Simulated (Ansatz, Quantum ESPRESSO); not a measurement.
## NiSi2 (fluorite): bulk modulus from a few volumes

How stiff is fluorite NiSi2 under hydrostatic load? Each row scales the relaxed cell evenly and relaxes the atoms. The symmetry of the cell is held, so distortions that would lower it, which this phase may prefer, aren't tested. The phase is followed to these pressures whether or not it stays the stable one.

Calculated with Ansatz 0.2.0, PBEsol, PAW files of the set soft_1, cutoff 600 eV, Fermi–Dirac smearing 0.05 eV, k-mesh 14×14×14, no spin polarisation, no spin-orbit coupling.

Reference cell, relaxed at zero pressure with PBEsol (Fm-3m): a = 3.8119 Å, b = 3.8119 Å, c = 3.8119 Å, α = 60.00°, β = 60.00°, γ = 60.00°.

```csv
atom,x,y,z
Ni,0.0000,0.0000,0.0000
Si,0.2500,0.2500,0.2500
Si,0.7500,0.7500,0.7500
```

| V (Å³/atom) | V/V0 | P (GPa) | E − E0 (meV/atom) |
| --- | --- | --- | --- |
| 12.2721 | 0.9400 | 11.235 | 26.1 |
| 12.5333 | 0.9600 | 7.099 | 11.2 |
| 12.7944 | 0.9800 | 3.375 | 2.7 |
| 13.3166 | 1.0200 | −3.004 | 2.5 |
| 13.5777 | 1.0400 | −5.719 | 9.6 |

V0 = 13.0555 Å³ an atom, where the residual pressure P0 is +0.014 GPa. **Question.** Fit the Birch–Murnaghan law and give the pressure and the energy at V = 13.8388 Å³ an atom, a row left out above.

With the Eulerian strain f = ½[(V0/V)^(2/3) − 1] and F = (P − P0)/[3f(1 + 2f)^(5/2)], the third-order law is the line F = B0 + (3/2) B0 (B′ − 4) f.

| f | F (GPa) |
| --- | --- |
| 0.02106 | 160.21 |
| 0.01379 | 159.95 |
| 0.00678 | 159.78 |
| −0.00656 | 158.57 |
| −0.01290 | 158.10 |

A straight line through the 5 rows: the means are 0.004434 for f and 159.32 for F, Σ(Δx)² = 0.0007908 and ΣΔxΔy = 0.05116, so the slope is 0.05116/0.0007908 = 64.699 and the intercept 159.32 − (64.699)(0.004434) = 159.04.

Hence B0 = 159.0 GPa and B′ = 4 + (64.7)/(1.5 × 159.0) = 4.27. For the withheld volume f = −0.01905, F = 157.80 GPa and P = −8.17 GPa, an extrapolation past the fitted rows. The run itself gives −8.17 GPa, so the estimate misses by 0.00 GPa, a rounding's worth.

Integrating the same law gives E − E0 = (9/2) B0 V0 f²[1 + (B′ − 4) f] + P0(V0 − V), with 1 GPa Å³ = 6.2415 meV: 21.0 meV an atom. The run itself gives 21.0 meV, so the estimate misses by 0.0 meV, a rounding's worth.

The same fit over all rows at other levels or in other programs gives B0 = 160 GPa with r2SCAN (Ansatz), 163 GPa with PBEsol (Quantum ESPRESSO, PseudoDojo) and 166 GPa with LDA (Quantum ESPRESSO, GBRV).

[Logs are printed without paths, hosts, clocks, repeated set-up lines and the standing remarks that a program may print on its own settings, such as how far it seeks lower states.]
